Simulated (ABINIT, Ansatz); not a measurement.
# TlGaF6 (R-3): G0W0 with ABINIT, start to end, part 2 of 3

Wanted: ground state, empty states, screening and self-energy for TlGaF6 (R-3).

ABINIT 10.8.3; PBEsol and many-body steps on it, plane waves. Known limits of the many-body steps: short of the basis limit; no spin-orbit coupling; coarse k mesh.

So far. Step 2 (Ground state): The gap is indirect, with the least direct gap 0.13 eV higher.

## 3. Bands along the symmetry lines

Level of this step: DFT, PBEsol, plane waves, norm-conserving pseudopotentials (ABINIT).

Levels along a band path, at the cheap level, show where the edges lie and whether the meshes to come will hold them.

Input file run.abi:

```
acell 3*1.0 Angstrom
rprim 
  2.548402435337 1.471320832068 4.729815620893
  -2.548402435337 1.471320832068 4.729815620893
  0.000000000000 -2.942641664067 4.729815620914
ntypat 3
znucl 81 31 9
natom 8
typat 1 2 3 3 3 3 3 3
xred 
  0.000000000000 0.000000000000 0.000000000000
  0.500000000000 0.500000000000 0.500000000000
  0.879432130000 0.580450270000 0.272523150000
  0.580450270000 0.272523150000 0.879432130000
  0.272523150000 0.879432130000 0.580450270000
  0.419549730000 0.727476850000 0.120567870000
  0.727476850000 0.120567870000 0.419549730000
  0.120567870000 0.419549730000 0.727476850000
pp_dirpath "pseudos"
pseudos "Tl.upf, Ga.upf, F.upf"
ecut 45
iscf -2
irdden 1
kptopt 0
nkpt 31
kpt 
  0.00000000 0.00000000 0.00000000
  -0.12500000 -0.12500000 -0.12500000
  -0.25000000 -0.25000000 -0.25000000
  -0.37500000 -0.37500000 -0.37500000
  -0.50000000 -0.50000000 -0.50000000
  -0.50000000 -0.43279447 -0.56720554
  -0.50000000 -0.36558893 -0.63441107
  -0.50000000 -0.29838339 -0.70161661
  -0.50000000 -0.23117786 -0.76882214
  -0.23117786 0.23117786 -0.50000000
  -0.17338339 0.17338339 -0.50000000
  -0.11558893 0.11558893 -0.50000000
  -0.05779447 0.05779447 -0.50000000
  0.00000000 0.00000000 -0.50000000
  0.00000000 0.00000000 -0.37500000
  0.00000000 0.00000000 -0.25000000
  0.00000000 0.00000000 -0.12500000
  0.00000000 0.00000000 0.00000000
  0.00000000 0.09139723 -0.09139723
  0.00000000 0.18279446 -0.18279446
  0.00000000 0.27419170 -0.27419170
  0.00000000 0.36558893 -0.36558893
  -0.36558893 0.00000000 -0.63441107
  -0.39919170 0.00000000 -0.60080830
  -0.43279446 0.00000000 -0.56720554
  -0.46639723 0.00000000 -0.53360277
  -0.50000000 0.00000000 -0.50000000
  -0.37500000 0.00000000 -0.37500000
  -0.25000000 0.00000000 -0.25000000
  -0.12500000 0.00000000 -0.12500000
  0.00000000 0.00000000 0.00000000
istwfk *1
nband 49
nbdbuf 2
tolwfr 1e-08
nstep 40
prtwf 0
prtvol 0
indata_prefix "in"
outdata_prefix "out"
tmpdata_prefix "tmp"
```

On the command line:

```
OMP_NUM_THREADS=1 mpirun -n 4 abinit run.abi > log
```

What it wrote:

```text
.Version 10.8.3 of ABINIT. v10.8.2 released Aug 2026.

 Symmetries : space group R-3 (#148); Bravais hR (rhombohedral)
[... echo of the input left out ...]
== DATASET  1 ==================================================================
-   mpi_nproc: 4, omp_nthreads: 1 (-1 if OMP is not activated)

--- !DatasetInfo
iteration_state: {dtset: 1, }
dimensions: {natom: 8, nkpt: 31, mband: 49, nsppol: 1, nspinor: 1, nspden: 1, mpw: 10416, }
cutoff_energies: {ecut:  45.0, pawecutdg:  -1.0, }
electrons: {nelect:   8.40000000E+01, charge:   0.00000000E+00, occopt:   1.00000000E+00, tsmear:   1.00000000E-02, }

 Real(R)+Recip(G) space primitive vectors, cartesian coordinates (Bohr,Bohr^-1):
 R(1)=  4.8157827  2.7803934  8.9380561  G(1)=  0.1038253  0.0599436  0.0372937
 R(2)= -4.8157827  2.7803934  8.9380561  G(2)= -0.1038253  0.0599436  0.0372937
 R(3)=  0.0000000 -5.5607868  8.9380561  G(3)=  0.0000000 -0.1198871  0.0372937
 Unit cell volume ucvol=  7.1807112E+02 bohr^3
 Angles (23,13,12)=  5.44496306E+01  5.44496306E+01  5.44496306E+01 degrees

 getcut: wavevector=  0.0000  0.0000  0.0000  ngfft=  64  64  64
         ecut(hartree)=     45.000   => boxcut(ratio)=   2.01368

--- Pseudopotential description ------------------------------------------------
- Tl Generated using ONCVPSP code by D. R. Hamann
- 81.00000  21.00000  180301                  znucl, zion, pspdat
12 -116133 2 -1 2008                          pspcod,pspxc,lmax,lloc,mmax
     nproj     2     2     2
  pspatm : epsatm=   25.94155489
         --- l  ekb(1:nproj) -->
             0   16.578515    1.971474
             1    7.687221    1.303279
             2    3.866537    0.545680
 pspatm: atomic psp has been read  and splines computed

- Ga Generated using ONCVPSP code by D. R. Hamann
- 31.00000  21.00000  180301                  znucl, zion, pspdat
12 -116133 2 -1 1902                          pspcod,pspxc,lmax,lloc,mmax
     nproj     2     2     2
  pspatm : epsatm=   21.80669258
         --- l  ekb(1:nproj) -->
[...]
pspatm: atomic psp has been read  and splines computed

- F Generated using ONCVPSP code by D. R. Hamann
-  9.00000   7.00000  180301                  znucl, zion, pspdat
12 -116133 2 -1 832                           pspcod,pspxc,lmax,lloc,mmax
     nproj     2     2     1
  pspatm : epsatm=    4.89824381
         --- l  ekb(1:nproj) -->
[...]
2   -2.394754
 pspatm: atomic psp has been read  and splines computed

--------------------------------------------------------------------------------

================================================================================
 prteigrs : about to open file out_EIG
 Non-SCF case, kpt    1 (  0.00000  0.00000  0.00000), residuals and eigenvalues=
  3.07E-09  5.99E-09  2.64E-09  4.42E-09  4.07E-09  3.68E-09  8.30E-09  4.69E-09
[...]
Non-SCF case, kpt   31 (  0.00000  0.00000  0.00000), residuals and eigenvalues=
[...]
-6.7484E-03 -5.7650E-03 -3.4937E-03 -3.4937E-03  5.3455E-03  5.3455E-03
  1.1535E-01  3.5012E-01  3.9073E-01  4.2792E-01  4.2792E-01  4.7313E-01
[...]
--- !ResultsGS
iteration_state: {dtset: 1, }
comment   : Summary of ground state results
lattice_vectors:
- [  4.8157827,   2.7803934,   8.9380561, ]
- [ -4.8157827,   2.7803934,   8.9380561, ]
- [  0.0000000,  -5.5607868,   8.9380561, ]
lattice_lengths: [  10.52669,   10.52669,   10.52669, ]
lattice_angles: [ 54.450,  54.450,  54.450, ] # degrees, (23, 13, 12)
lattice_volume:   7.1807112E+02
convergence: {deltae:  0.000E+00, res2:  0.000E+00, residm:  9.999E-09, diffor:  0.000E+00, }
etotal    :  -5.86895576E+02
entropy   :   0.00000000E+00
fermie    :   9.97278935E-03
cartesian_stress_tensor: null
pressure_GPa: null
xred      :
- [  0.0000E+00,   0.0000E+00,   0.0000E+00, Tl]
- [  5.0000E-01,   5.0000E-01,   5.0000E-01, Ga]
- [  8.7943E-01,   5.8045E-01,   2.7252E-01,  F]
- [  5.8045E-01,   2.7252E-01,   8.7943E-01,  F]
- [  2.7252E-01,   8.7943E-01,   5.8045E-01,  F]
- [  4.1955E-01,   7.2748E-01,   1.2057E-01,  F]
- [  7.2748E-01,   1.2057E-01,   4.1955E-01,  F]
- [  1.2057E-01,   4.1955E-01,   7.2748E-01,  F]
cartesian_forces: null
force_length_stats: {min: null, max: null, mean: null, }

 Integrated electronic density in atomic spheres:
 ------------------------------------------------
 Atom  Sphere_radius  Integrated_density
[...]
================================================================================

 ----iterations are completed or convergence reached----

 Mean square residual over all n,k,spin=   50.056E-10; max=  99.987E-10
 reduced coordinates (array xred) for    8 atoms
[...]
0.727477      0.120568      0.419550
       0.120568      0.419550      0.727477

 cartesian coordinates (angstrom) at end:
    1      0.000000     0.000000     0.000000
    2      0.000000     3.45e-11     7.094723
    3      0.761926     1.346017     8.193959
[...]
7      1.546648     0.013161     5.995488
    8     -0.761926    -1.346017     5.995488
 length scales=  1.889726  1.889726  1.889726 bohr
              =  1.000000  1.000000  1.000000 angstroms
 prteigrs : about to open file out_EIG
 Eigenvalues (hartree) for nkpt=  31  k points:
 kpt#   1, nband= 49, wtk=  1.00000, kpt=  0.0000  0.0000  0.0000 (reduced coord)
[...]
kpt#   2, nband= 49, wtk=  1.00000, kpt= -0.1250 -0.1250 -0.1250 (reduced coord)
[...]
kpt#   3, nband= 49, wtk=  1.00000, kpt= -0.2500 -0.2500 -0.2500 (reduced coord)
[...]
kpt#  30, nband= 49, wtk=  1.00000, kpt= -0.1250  0.0000 -0.1250 (reduced coord)
[...]
0.53536
 kpt#  31, nband= 49, wtk=  1.00000, kpt=  0.0000  0.0000  0.0000 (reduced coord)
[...]
-0.04380   -0.02022   -0.02022   -0.00675   -0.00675   -0.00577   -0.00349   -0.00349
   0.00535    0.00535    0.11535    0.35012    0.39073    0.42792    0.42792    0.47313
   0.53744

== END DATASET(S) ==============================================================
================================================================================

 -outvars: echo values of variables after computation  --------
            nband          49
             nkpt          31
          spgroup         148
 [... the other variables as echoed above ...]

 Calculation completed.
```

Wall time 94 s (4 MPI ranks of Arm Neoverse V1, shared host); peak memory 0.64 GiB; 6.3 min of CPU time.

This step gave:

| Item | Value |
| --- | --- |
| gap | 2.868 eV |
| k of the valence top | -0.5, 0, -0.5 |
| k of the conduction bottom | 0, 0, 0 |
| least direct gap | 2.993 eV |

The gap is 2.868 eV, as in the run before at this level.

Electronic bands along the path, in eV, zero at the top of the highest filled band:

| point | band 39 | band 40 | band 41 | band 42 | band 43 | band 44 | band 45 | band 46 |
| --- | --- | --- | --- | --- | --- | --- | --- | --- |
| Γ | -0.37 | -0.37 | -0.13 | -0.13 | 2.87 | 9.26 | 10.36 | 11.37 |
| halfway | -0.33 | -0.33 | -0.16 | -0.16 | 3.54 | 8.25 | 11.00 | 11.58 |
| T | -0.30 | -0.30 | -0.24 | -0.24 | 4.29 | 7.41 | 11.29 | 11.80 |
| halfway | -0.41 | -0.32 | -0.24 | -0.17 | 4.48 | 7.87 | 10.61 | 10.85 |
| H2 | -0.37 | -0.25 | -0.23 | -0.03 | 4.59 | 8.26 | 10.11 | 10.26 |
| jump to H0 | -0.37 | -0.25 | -0.23 | -0.03 | 4.59 | 8.26 | 10.11 | 10.26 |
| halfway | -0.33 | -0.30 | -0.21 | -0.18 | 4.41 | 7.82 | 10.29 | 11.05 |
| L | -0.40 | -0.37 | -0.26 | -0.24 | 4.30 | 7.58 | 10.52 | 11.35 |
| halfway | -0.42 | -0.37 | -0.20 | -0.14 | 3.58 | 8.36 | 10.74 | 10.94 |
| Γ | -0.37 | -0.37 | -0.13 | -0.13 | 2.87 | 9.26 | 10.36 | 11.37 |
| halfway | -0.40 | -0.35 | -0.19 | -0.14 | 3.80 | 8.24 | 10.43 | 11.07 |
| S0 | -0.37 | -0.31 | -0.15 | -0.06 | 4.55 | 8.18 | 10.04 | 10.74 |
| jump to S2 | -0.37 | -0.31 | -0.15 | -0.06 | 4.55 | 8.18 | 10.04 | 10.74 |
| halfway | -0.41 | -0.34 | -0.10 | -0.02 | 4.58 | 8.55 | 9.89 | 10.58 |
| F | -0.45 | -0.36 | -0.08 | 0.00 | 4.58 | 8.78 | 9.75 | 10.53 |
| halfway | -0.41 | -0.36 | -0.23 | -0.12 | 3.76 | 8.54 | 10.54 | 10.71 |
| Γ | -0.37 | -0.37 | -0.13 | -0.13 | 2.87 | 9.26 | 10.36 | 11.37 |

## 4. Empty states on the mesh, 2×2×2 mesh, 234 bands

The sums over transitions need many empty states on a uniform mesh; this step solves for them.

Input file run.abi:

```
acell 3*1.0 Angstrom
rprim 
  2.548402435337 1.471320832068 4.729815620893
  -2.548402435337 1.471320832068 4.729815620893
  0.000000000000 -2.942641664067 4.729815620914
ntypat 3
znucl 81 31 9
natom 8
typat 1 2 3 3 3 3 3 3
xred 
  0.000000000000 0.000000000000 0.000000000000
  0.500000000000 0.500000000000 0.500000000000
  0.879432130000 0.580450270000 0.272523150000
  0.580450270000 0.272523150000 0.879432130000
  0.272523150000 0.879432130000 0.580450270000
  0.419549730000 0.727476850000 0.120567870000
  0.727476850000 0.120567870000 0.419549730000
  0.120567870000 0.419549730000 0.727476850000
pp_dirpath "pseudos"
pseudos "Tl.upf, Ga.upf, F.upf"
ecut 45
ngkpt 2 2 2
nshiftk 1
shiftk 0 0 0
kptopt 1
chksymbreak 0
iscf -2
irdden 1
istwfk *1
nband 234
nbdbuf 20
tolwfr 1e-09
nstep 60
prtvol 0
indata_prefix "in"
outdata_prefix "out"
tmpdata_prefix "tmp"
```

What it wrote:

```text
.Version 10.8.3 of ABINIT. v10.8.2 released Aug 2026.

 Symmetries : space group R-3 (#148); Bravais hR (rhombohedral)
[... echo of the input left out ...]
== DATASET  1 ==================================================================
-   mpi_nproc: 4, omp_nthreads: 1 (-1 if OMP is not activated)

--- !DatasetInfo
iteration_state: {dtset: 1, }
dimensions: {natom: 8, nkpt: 4, mband: 234, nsppol: 1, nspinor: 1, nspden: 1, mpw: 10406, }
cutoff_energies: {ecut:  45.0, pawecutdg:  -1.0, }
electrons: {nelect:   8.40000000E+01, charge:   0.00000000E+00, occopt:   1.00000000E+00, tsmear:   1.00000000E-02, }

 Real(R)+Recip(G) space primitive vectors, cartesian coordinates (Bohr,Bohr^-1):
 R(1)=  4.8157827  2.7803934  8.9380561  G(1)=  0.1038253  0.0599436  0.0372937
 R(2)= -4.8157827  2.7803934  8.9380561  G(2)= -0.1038253  0.0599436  0.0372937
 R(3)=  0.0000000 -5.5607868  8.9380561  G(3)=  0.0000000 -0.1198871  0.0372937
 Unit cell volume ucvol=  7.1807112E+02 bohr^3
 Angles (23,13,12)=  5.44496306E+01  5.44496306E+01  5.44496306E+01 degrees

 getcut: wavevector=  0.0000  0.0000  0.0000  ngfft=  64  64  64
         ecut(hartree)=     45.000   => boxcut(ratio)=   2.01368

--- Pseudopotential description ------------------------------------------------
- Tl Generated using ONCVPSP code by D. R. Hamann
- 81.00000  21.00000  180301                  znucl, zion, pspdat
12 -116133 2 -1 2008                          pspcod,pspxc,lmax,lloc,mmax
     nproj     2     2     2
  pspatm : epsatm=   25.94155489
         --- l  ekb(1:nproj) -->
             0   16.578515    1.971474
             1    7.687221    1.303279
             2    3.866537    0.545680
 pspatm: atomic psp has been read  and splines computed

- Ga Generated using ONCVPSP code by D. R. Hamann
- 31.00000  21.00000  180301                  znucl, zion, pspdat
12 -116133 2 -1 1902                          pspcod,pspxc,lmax,lloc,mmax
     nproj     2     2     2
  pspatm : epsatm=   21.80669258
         --- l  ekb(1:nproj) -->
[...]
pspatm: atomic psp has been read  and splines computed

- F Generated using ONCVPSP code by D. R. Hamann
-  9.00000   7.00000  180301                  znucl, zion, pspdat
12 -116133 2 -1 832                           pspcod,pspxc,lmax,lloc,mmax
     nproj     2     2     1
  pspatm : epsatm=    4.89824381
         --- l  ekb(1:nproj) -->
[...]
2   -2.394754
 pspatm: atomic psp has been read  and splines computed

--------------------------------------------------------------------------------

================================================================================
 prteigrs : about to open file out_EIG
 Non-SCF case, kpt    1 (  0.00000  0.00000  0.00000), residuals and eigenvalues=
  3.84E-10  6.32E-10  1.41E-10  1.62E-10  1.71E-10  7.31E-10  9.27E-10  7.39E-10
  1.06E-10  1.11E-10  1.62E-10  1.45E-10  8.12E-11  1.07E-10  2.02E-10  1.89E-10
  1.49E-10  1.69E-10  1.53E-10  1.71E-10  2.18E-10  2.19E-10  2.21E-10  2.57E-10
[...]
3.79E-04  1.14E-03
 -5.1278E+00 -4.5186E+00 -3.3213E+00 -3.3213E+00 -3.3208E+00 -2.5012E+00
 -2.5012E+00 -2.5009E+00 -7.5284E-01 -7.2393E-01 -7.2393E-01 -7.2361E-01
 -7.2061E-01 -7.2061E-01 -4.0242E-01 -4.0242E-01 -4.0056E-01 -4.0056E-01
[...]
3.0056E+00  3.0065E+00  3.0162E+00  3.0203E+00  3.0203E+00  3.0784E+00
  3.0785E+00  3.1003E+00  3.1009E+00  3.1212E+00  3.1233E+00  3.1519E+00
 prteigrs : prtvol=0 or 1, do not print more k-points.

--- !ResultsGS
iteration_state: {dtset: 1, }
comment   : Summary of ground state results
lattice_vectors:
- [  4.8157827,   2.7803934,   8.9380561, ]
- [ -4.8157827,   2.7803934,   8.9380561, ]
- [  0.0000000,  -5.5607868,   8.9380561, ]
lattice_lengths: [  10.52669,   10.52669,   10.52669, ]
lattice_angles: [ 54.450,  54.450,  54.450, ] # degrees, (23, 13, 12)
lattice_volume:   7.1807112E+02
convergence: {deltae:  0.000E+00, res2:  0.000E+00, residm:  9.900E-10, diffor:  0.000E+00, }
etotal    :  -5.86895576E+02
entropy   :   0.00000000E+00
fermie    :   9.97278935E-03
cartesian_stress_tensor: null
pressure_GPa: null
xred      :
- [  0.0000E+00,   0.0000E+00,   0.0000E+00, Tl]
- [  5.0000E-01,   5.0000E-01,   5.0000E-01, Ga]
- [  8.7943E-01,   5.8045E-01,   2.7252E-01,  F]
- [  5.8045E-01,   2.7252E-01,   8.7943E-01,  F]
- [  2.7252E-01,   8.7943E-01,   5.8045E-01,  F]
- [  4.1955E-01,   7.2748E-01,   1.2057E-01,  F]
- [  7.2748E-01,   1.2057E-01,   4.1955E-01,  F]
- [  1.2057E-01,   4.1955E-01,   7.2748E-01,  F]
cartesian_forces: null
force_length_stats: {min: null, max: null, mean: null, }

 Integrated electronic density in atomic spheres:
 ------------------------------------------------
 Atom  Sphere_radius  Integrated_density
[...]
================================================================================

 ----iterations are completed or convergence reached----

 Mean square residual over all n,k,spin=   37.236E-11; max=  99.004E-11
 reduced coordinates (array xred) for    8 atoms
[...]
0.727477      0.120568      0.419550
       0.120568      0.419550      0.727477

 cartesian coordinates (angstrom) at end:
    1      0.000000     0.000000     0.000000
    2      0.000000     3.45e-11     7.094723
    3      0.761926     1.346017     8.193959
[...]
7      1.546648     0.013161     5.995488
    8     -0.761926    -1.346017     5.995488
 length scales=  1.889726  1.889726  1.889726 bohr
              =  1.000000  1.000000  1.000000 angstroms
 prteigrs : about to open file out_EIG
 Eigenvalues (hartree) for nkpt=   4  k points:
 kpt#   1, nband=234, wtk=  0.12500, kpt=  0.0000  0.0000  0.0000 (reduced coord)
[...]
2.89235    2.90059    2.90059    2.91170    2.98688    2.98688    3.00558    3.00652
   3.01620    3.02031    3.02032    3.07839    3.07848    3.10029    3.10092    3.12116
   3.12326    3.15189
 prteigrs : prtvol=0 or 1, do not print more k-points.

== END DATASET(S) ==============================================================
================================================================================

 -outvars: echo values of variables after computation  --------
            nband         234
             nkpt           4
          spgroup         148
 [... the other variables as echoed above ...]

 Calculation completed.
```

Run time: 1.9 min. Hardware: 4 MPI ranks; peak memory 0.53 GiB.

Numbers from this step:

| Quantity | Value |
| --- | --- |
| gap | 2.868 eV |
| k of the valence top | 0.5, 0.5, 0 |
| k of the conduction bottom | 0, 0, 0 |
| least direct gap | 2.993 eV |
| k points computed | 4 |
| lowest point of the top converged band, above the valence top | 77.2343 eV |

On this mesh the gap is 2.868 eV.

## 5. Screening, 2×2×2 mesh, 214 bands, screening to 176.9 eV

The RPA dielectric matrix is built and inverted for each q.

This step: RPA screening on PBEsol, plane waves, norm-conserving pseudopotentials.

Changes to run.abi since step 4:

```diff
@@ -26,10 +26,11 @@
 chksymbreak 0
-iscf -2
-irdden 1
 istwfk *1
-nband 234
-nbdbuf 20
-tolwfr 1e-09
-nstep 60
-prtvol 0
+occopt 1
+irdwfk 1
+optdriver 3
+nband 214
+ecuteps 6.5
+inclvkb 2
+awtr 1
+symchi 1
 indata_prefix "in"
```

What it wrote:

```text
.Version 10.8.3 of ABINIT. v10.8.2 released Aug 2026.

 Symmetries : space group R-3 (#148); Bravais hR (rhombohedral)
[... echo of the input left out ...]
== DATASET  1 ==================================================================
-   mpi_nproc: 4, omp_nthreads: 1 (-1 if OMP is not activated)

--- !DatasetInfo
iteration_state: {dtset: 1, }
dimensions: {natom: 8, nkpt: 4, mband: 214, nsppol: 1, nspinor: 1, nspden: 1, mpw: 10406, }
cutoff_energies: {ecut:  45.0, pawecutdg:  -1.0, }
electrons: {nelect:   8.40000000E+01, charge:   0.00000000E+00, occopt:   1.00000000E+00, tsmear:   1.00000000E-02, }

 SCREENING: Calculation of the susceptibility and dielectric matrices

 Based on a program developped by R.W. Godby, V. Olevano, G. Onida, and L. Reining.
 Incorporated in ABINIT by V. Olevano, G.-M. Rignanese, and M. Torrent.
.Using double precision arithmetic ; gwpc =  8

[... cell and pseudopotentials left out ...]
--------------------------------------------------------------------------------

 ==== K-mesh for the wavefunctions ====
 Number of points in the irreducible wedge :     4
[... list of points left out ...]
 Together with  6 symmetry operations and time-reversal symmetry
 yields     8 points in the full Brillouin Zone.

 ==== Q-mesh for the screening function ====
 Number of points in the irreducible wedge :     4
[... list of points left out ...]
 Together with  6 symmetry operations and time-reversal symmetry
 yields     8 points in the full Brillouin Zone.

 setmesh: FFT mesh size selected  =    45x   45x   45
          total number of points  =        91125

 vcoul_init : cutoff-mode = AUXILIARY_FUNCTION
 q-points for optical limit:   1
     1)      0.000010    0.000020    0.000030

- screening: taking advantage of time-reversal symmetry
- Maximum band index for partially occupied states nbvw = 42
- Remaining bands to be divided among processors   nbcw = 172
- Number of bands treated by each node ~43

 Number of electrons calculated from density =   84.0000; Expected =   84.0000
 average of density, n =  0.116980
 r_s =    1.2684
 omega_plasma =   32.9922 [eV]

 calculating chi0 at frequencies [eV] :
  1    0.000000E+00    0.000000E+00
  2    0.000000E+00    3.299222E+01

--------------------------------------------------------------------------------
  q-point number  1        q = ( 0.000000, 0.000000, 0.000000) [r.l.u.]
--------------------------------------------------------------------------------
[... chi0 elements left out ...]
 For q-point:  0.000010 0.000020 0.000030
  dielectric constant =   2.8228
  dielectric constant without local fields =   3.0443

  Average fulfillment of the sum rule on Im[epsilon] for q-point    1 :     51.85  [%]
[... wings left out ...]
  q-point number  2        q = ( 0.500000, 0.000000, 0.000000) [r.l.u.]
--------------------------------------------------------------------------------
[... chi0 elements left out ...]
  Average fulfillment of the sum rule on Im[epsilon] for q-point    2 :     56.56  [%]

 [... 2 further q-points ...]
```

Wall time 2.5 min (4 MPI ranks); peak memory 2.8 GiB.

This step gave:

* ε∞ with local fields, on this mesh: 2.823
* ε∞ without local fields, on this mesh: 3.044
* plasma frequency: 32.99 eV
* plane waves in the screening matrix: 563

Local fields lower ε∞ by 7 %. On a Γ-centred mesh this coarse the value itself is usually too large, while a short band sum pulls it down.

[end of part 2 of 3]

[Long decimals in the printed logs are rounded to 6 places.]

[Logs are printed without paths, hosts, clocks, repeated set-up lines and the standing remarks that a program may print on its own settings, such as how far it seeks lower states.]

[Paths, hosts, dates, memory and timing lines, banners, echoed tables and standing remarks are left out of the program output; an Ansatz launch command may be rebuilt from the run's recorded settings. Measured values are a selection of at most five: reports struck by readers or far from the other reports are left out. None is set beside runs whose start may be inverted or whose files or cutoffs have a known fault.]

[Runs of the session that timed out or met a known fault of the program may be left out.]

[Hosts, paths, dates, database ids (printed as entryN), source tags and the programs' standing remarks are cut or masked in the printed files.]

[G0W0 gaps are taken among the corrected bands and points alone; a level outside them can change the order at an edge.]

[Where Ansatz stands beside ABINIT at settings called matched, ABINIT's density can come from a denser mesh and the files from another edition; pairs whose starting gaps differed by over 0.03 eV were left out, so agreement reads better than it is.]
